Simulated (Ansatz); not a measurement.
# Ru (P6_3/mmc): phonon-mediated transition temperature

Wanted: λ, ω_log and Tc of Ru (P6_3/mmc). The cell shown first is a relaxed one, from steps not shown here.

Main program and level: Ansatz 0.2.0; DFT PBE, scalar-relativistic, plane waves, PseudoDojo norm-conserving pseudopotentials, in the first sound run; inputs show where later runs differ.

Experimental background.

“List of superconductors” (2026, Wikipedia's table of superconducting elements, as read in December) quotes from earlier work for Ru (bulk crystal): superconducting transition temperature (bulk, normal pressure) 0.49 K.

This is a report of a sequence of runs, with most program output left out.

## Step 1: The cell after earlier relaxation steps

The structure is hexagonal, space group P6_3/mmc (No. 194). Conventional cell: a = 2.721 Å, b = 2.721 Å, c = 4.299 Å, α = 90.00°, β = 90.00°, γ = 120.00°. Nearest to Ru lie 12 Ru at 2.66 to 2.72 Å.

## Step 2: Electron–phonon run: PseudoDojo files

The run that gives the couplings also evaluates McMillan's and Allen and Dynes's formulas and, where asked, the Eliashberg equations, over a range of μ*.

input.yaml

```yaml
crystal:
  lattice:
    - [2.7208561033, 0.0, 0.0]
    - [-1.3604280516, 2.3563305055, 0.0]
    - [0.0, 0.0, 4.2986910307]
  atoms:
    - { symbol: Ru, position: [0.3333333333, 0.6666666667, 0.25] }
    - { symbol: Ru, position: [0.6666666667, 0.3333333333, 0.75] }
kpoints:
  mp_grid: { grid: [18, 18, 9] }
hamiltonian:
  xc: pbe
  pseudopotentials: { kind: nc, accuracy: standard }
scf:
  occupations: { method: methfessel_paxton, width: 0.2 }
output:
  eigenvalues: true
phonons:
  method: dfpt
  qmesh: [6, 6, 3]
  temperatures: { t_max: 1000, t_step: 50 }
  qpath:
    path:
      - [[0.0, 0.0, 0.0], [0.5, 0.0, 0.0], [0.33333333, 0.33333333, 0.0], [0.0, 0.0, 0.0], [0.0, 0.0, 0.5], [0.5, 0.0, 0.5], [0.33333333, 0.33333333, 0.5], [0.0, 0.0, 0.5]]
      - [[0.5, 0.0, 0.5], [0.5, 0.0, 0.0]]
    npoints: 6
  electrical_resistivity:
    mesh: [24, 24, 12]
    temperatures: [20.0, 50.0, 80.0, 100.0, 150.0, 200.0, 273.0, 300.0, 400.0, 500.0, 600.0, 800.0]
  superconductivity: { mesh: [24, 24, 12], eliashberg_equations: false }
```

On the command line:

```
> ansatz run input.yaml --threads 16 --pin off --max-ram 92160MiB --backend cuda --events-out ev --progress --plain --runs-dir out --max-vram 78GiB
```

Run time: 2 min. Hardware: 1 × NVIDIA GB200 with 16 threads of Arm Neoverse V2, shared host; peak memory 7.2 GiB; 18 min of CPU time.

Numbers from this step:

* volume per atom: 13.78 Å³/atom
* metallic on mesh: yes
* gap on the k-mesh: 0 eV
* zero-point energy: 0.07159 eV/cell
* share of imaginary modes in the plain interpolation between solved wavevectors: 0
* highest frequency, solved or plainly interpolated: 260.2 cm⁻¹
* Debye temperature (second moment): 365 K
* resistivity at 300 K: 6.881 μΩ cm, mean of the axes
* coupling constant λ: 0.4602
* density of states at the Fermi level: 0.8442 states/eV a spin and cell
* log mean phonon energy ħω_log: 23.14 meV
* transport coupling constant λ_tr: 0.492, 0.492, 0.4564 (xx, yy, zz)
* Drude plasma energy: 8.347, 8.347, 9.258 eV (xx, yy, zz)
* resistivity times mean free path: 5.127, 5.127, 3.852 × 10⁻¹⁶ Ω m² (xx, yy, zz)
* second-moment phonon energy ħω₂: 24.03 meV
* coupling λ by branch: 0.0877, 0.0837, 0.0865, 0.0716, 0.0678, 0.063 (branches by rank of frequency)

Transition temperatures:

```tsv
μ*	McMillan Tc (K)	Allen–Dynes Tc (K)
0.08	3.19	3.25
0.1	2.3	2.34
0.12	1.56	1.59
0.13	1.26	1.28
0.14	0.992	1.01
0.16	0.574	0.582
0.2	0.127	0.128
```

## Step 3: Resistivity: finite displacements

Finite displacements in a supercell are the other road to force constants and couplings; here with the base functional.

This step: DFT PBE, scalar-relativistic, plane waves, PAW; PAW set soft_1 (Ansatz 0.2.0).

Changes to input.yaml since step 2:

```diff
@@ -2,5 +2,5 @@
   lattice:
-    - [2.7208561033, 0.0, 0.0]
-    - [-1.3604280516, 2.3563305055, 0.0]
-    - [0.0, 0.0, 4.2986910307]
+    - [2.7194809999, 0.0, 0.0]
+    - [-1.3597405, 2.355139631, 0.0]
+    - [0.0, 0.0, 4.2964067716]
   atoms:
@@ -12,3 +12,3 @@
   xc: pbe
-  pseudopotentials: { kind: nc, accuracy: standard }
+  pseudopotentials: { kind: paw, azcp: { folder: soft_1 } }
 scf:
@@ -18,4 +18,4 @@
 phonons:
-  method: dfpt
-  qmesh: [6, 6, 3]
+  method: fd
+  supercell: [6, 6, 3]
   temperatures: { t_max: 1000, t_step: 50 }
```

Run time: 3.6 min. Hardware: 1 × NVIDIA GB200 with 16 threads; peak memory 15 GiB.

This step gave:

* volume per atom: 13.76 Å³/atom
* zero-point energy: 0.07158 eV/cell
* highest frequency, solved or plainly interpolated: 260 cm⁻¹
* resistivity at 300 K: 6.872 μΩ cm, mean of the axes
* coupling constant λ: 0.4622
* density of states at the Fermi level: 0.8429 states/eV a spin and cell
* log mean phonon energy ħω_log: 23.13 meV
* transport coupling constant λ_tr: 0.4938, 0.4938, 0.4579 (xx, yy, zz)
* Drude plasma energy: 8.365, 8.365, 9.294 eV (xx, yy, zz)
* resistivity times mean free path: 5.117, 5.117, 3.836 × 10⁻¹⁶ Ω m² (xx, yy, zz)
* second-moment phonon energy ħω₂: 24.02 meV
* coupling λ by branch: 0.0882, 0.0842, 0.0866, 0.072, 0.068, 0.0631 (branches by rank of frequency)

Transition temperatures:

```tsv
μ*	McMillan Tc (K)	Allen–Dynes Tc (K)
0.08	3.25	3.31
0.1	2.34	2.38
0.12	1.6	1.62
0.13	1.29	1.31
0.14	1.02	1.03
0.16	0.593	0.601
0.2	0.134	0.135
```

## Step 4: Electron–phonon run: r2SCAN at its own relaxed cell

The functional sets the lattice constant, the bands and the force constants.

This step: DFT r2SCAN, scalar-relativistic, plane waves, PAW; PAW set soft_1 (Ansatz 0.2.0).

Changes to input.yaml since step 3:

```diff
@@ -2,5 +2,5 @@
   lattice:
-    - [2.7194809999, 0.0, 0.0]
-    - [-1.3597405, 2.355139631, 0.0]
-    - [0.0, 0.0, 4.2964067716]
+    - [2.7032792941, 0.0, 0.0]
+    - [-1.3516396471, 2.3411085423, 0.0]
+    - [0.0, 0.0, 4.2681126879]
   atoms:
@@ -11,3 +11,3 @@
 hamiltonian:
-  xc: pbe
+  xc: r2scan
   pseudopotentials: { kind: paw, azcp: { folder: soft_1 } }
@@ -18,4 +18,4 @@
 phonons:
-  method: fd
-  supercell: [6, 6, 3]
+  method: dfpt
+  qmesh: [6, 6, 3]
   temperatures: { t_max: 1000, t_step: 50 }
```

Wall time 10 min (1 × NVIDIA GB200 with 16 threads); peak memory 7.6 GiB.

This step gave:

| Item | Value |
| --- | --- |
| volume per atom | 13.51 Å³/atom |
| zero-point energy | 0.07356 eV/cell |
| highest frequency, solved or plainly interpolated | 268.2 cm⁻¹ |
| Debye temperature (second moment) | 376 K |
| resistivity at 300 K | 6.633 μΩ cm, mean of the axes |
| coupling constant λ | 0.4836 |
| density of states at the Fermi level | 0.788 states/eV a spin and cell |
| log mean phonon energy ħω_log | 23.67 meV |
| transport coupling constant λ_tr | 0.5183, 0.5183, 0.4804 (xx, yy, zz) |
| Drude plasma energy | 8.682, 8.682, 9.667 eV (xx, yy, zz) |
| resistivity times mean free path | 5.051, 5.051, 3.778 × 10⁻¹⁶ Ω m² (xx, yy, zz) |
| second-moment phonon energy ħω₂ | 24.61 meV |
| coupling λ by branch | 0.0936, 0.0892, 0.0907, 0.0753, 0.07, 0.0649 (branches by rank of frequency) |

Transition temperatures:

```tsv
μ*	McMillan Tc (K)	Allen–Dynes Tc (K)
0.08	3.93	4.01
0.1	2.92	2.97
0.12	2.06	2.1
0.13	1.7	1.73
0.14	1.37	1.4
0.16	0.848	0.861
0.2	0.231	0.234
```

The Eliashberg function α²F has structure finer than the step of the table below, so its rows give means over 1 meV, whole bins alone (the curve runs from 0.129 to 32.8 meV). Peaks (meV: height): α²F 18.7: 0.418, 20.7: 0.482, 23.0: 0.453, 25.9: 0.516, 31.0: 0.541; α²F tr 18.7: 0.437, 20.7: 0.524, 23.0: 0.509, 25.9: 0.537, 31.0: 0.559.

Table of Eliashberg function α²F by phonon energy; means over each step:

```tsv
phonon energy (meV)	α²F	α²F tr
2	2.8e-6	0
3	1.1e-4	0
4	3.4e-4	6.4e-5
5	6.1e-4	1.4e-4
6	0.00101	3.2e-4
7	0.00153	5.7e-4
8	0.00214	9.7e-4
9	0.00299	0.00154
10	0.00402	0.00229
11	0.00539	0.00337
12	0.00717	0.00473
13	0.00963	0.00666
14	0.0131	0.00933
15	0.0184	0.0136
16	0.0282	0.0223
17	0.0773	0.0755
18	0.157	0.161
19	0.319	0.327
20	0.381	0.396
21	0.446	0.493
22	0.352	0.393
23	0.419	0.468
24	0.331	0.366
25	0.404	0.434
26	0.497	0.514
27	0.465	0.475
28	0.400	0.414
29	0.304	0.323
30	0.394	0.407
31	0.481	0.496
32	0.292	0.298
```

## Step 5: Results

```json
{
 "meshes": "q 6×6×3, k 18×18×9, scattering 24×24×12",
 "coupling constant λ": "0.484",
 "log mean phonon energy ħω_log": "23.7 meV",
 "Allen–Dynes Tc at μ* = 0.1": "2.97 K",
 "Allen–Dynes Tc at μ* = 0.13": "1.73 K"
}
```

In the last run (r2SCAN, q 6×6×3, k 18×18×9, scattering 24×24×12), with λ = 0.48 and ħω_log = 23.7 meV, Tc at μ* = 0.13 is 1.7 K by McMillan's formula and 1.7 K by Allen and Dynes's. Allen and Dynes's formula meets the measured 0.49 K at μ* near 0.18. Raising μ* from 0.10 to 0.16 lowers the Allen–Dynes value from 3.0 to 0.86 K. By the run's own test λ is not converged in the fine mesh: it moves by 1 % between the two finest. The run's transport test calls it not converged in the mesh; ρ(300 K) moves by 12 % in the component that moves most. λ of these runs moves by 1 to 1 % between their two finest meshes, and Tc by more, so small gaps between the runs or to the measured value rank nothing. Over the runs, λ takes the values 0.460, 0.462 and 0.484, in the order shown. μ* is a typed number, phonons are harmonic, and spin fluctuations are left out; at μ* = 0.13 McMillan's formula turns 1 % in λ into about 5.3 % in Tc.

Computed beside measured:

| quantity | measured | Allen–Dynes, PBE, q 6×6×3, fine 24×24×12, PseudoDojo files | Allen–Dynes, PBE, q 6×6×3, fine 24×24×12, displacements | Allen–Dynes, r2SCAN, q 6×6×3, fine 24×24×12 |
| --- | --- | --- | --- | --- |
| superconducting transition temperature (μ* = 0.13) (kelvin) | 0.49 | 1.28 (+161.2 %) | 1.31 (+167.3 %) | 1.73 (+253.1 %) |

Measured values from Wikipedia's table of superconducting elements, as read in December (2026).

How well it matches: For the superconducting transition temperature, of the levels listed nearest comes Allen–Dynes, PBE, q 6×6×3, fine 24×24×12, PseudoDojo files (+161.2 %, a clear miss) and farthest Allen–Dynes, r2SCAN, q 6×6×3, fine 24×24×12 (+253.1 %, a clear miss). Limits of convergence are named above.

[Logs are printed without paths, hosts, clocks, repeated set-up lines and the standing remarks that a program may print on its own settings, such as how far it seeks lower states.]

[Hosts, paths, dates, database ids (printed as entryN), source tags and the programs' standing remarks are cut or masked in the printed files.]
